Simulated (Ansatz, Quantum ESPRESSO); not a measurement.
## Pt [001], fcc: uniaxial strain and lateral response

The c axis is held at a set length while the cell relaxes sideways. How do the lateral strain and the stress follow? The strained cell has c along the load; unstrained it is a = 2.7704 Å, b = 2.7704 Å, c = 3.9179 Å, α = 90.00°, β = 90.00°, γ = 90.00°, with 2 atoms.

Calculated with Ansatz 0.2.0, PBEsol, PAW files of the set soft_1, cutoff 600 eV, Fermi–Dirac smearing 0.05 eV, k-mesh 16×16×11, no spin polarisation, no spin-orbit coupling.

Relaxed positions at 0 %:

```
atom       x       y       z
  Pt  0.0000  0.0000  0.0000
  Pt  0.5000  0.5000  0.5000
```

```
ε_c (%)   a (Å)   c (Å)  ε_a (%)  σ (GPa, tension positive)
     −3  2.8078  3.8004    1.350                      −3.82
     −1  2.7823  3.8787    0.429                      −1.42
      0  2.7704  3.9179    0.000                      −0.02
      1  2.7593  3.9571   −0.399                       1.60
      2  2.7489  3.9963   −0.778                       3.33
      3  2.7390  4.0355   −1.134                       5.13
```

**Question.** Fit both responses and give the free strain and the stress at −2 %, a row left out above.

Least squares with y = y0 + y1 ε + y2 ε² (ε in %) gives ε_a = 0.002 + (−0.4139) ε + (0.0118) ε² and σ = 0.01 + (1.497) ε + (0.072) ε² GPa. The linear terms put the ratio of free to applied strain at −0.414 and the Young modulus at 150 GPa.

At −2 % the free strain comes out as 0.877 %. The run itself gives 0.877 %, so the estimate misses by 0.000 %, a rounding's worth.

The stress comes out as −2.69 GPa. The run itself gives −2.71 GPa, so the estimate misses by 0.02 GPa; the fitted rows themselves lie up to 0.04 GPa off the law.

Along a cube axis ν = C12/(C11 + C12) and Y = (C11 − C12)(C11 + 2C12)/(C11 + C12), so C11 = Y(1 − ν)/[(1 + ν)(1 − 2ν)] = 361 GPa and C12 = 255 GPa.

The positive ε² term means that the crystal stiffens in tension.

The same fit over all rows at other levels or in other programs gives the strain ratio = −0.413 with PBEsol (Quantum ESPRESSO, GBRV).

[Logs are printed without paths, hosts, clocks, repeated set-up lines and the standing remarks that a program may print on its own settings, such as how far it seeks lower states.]
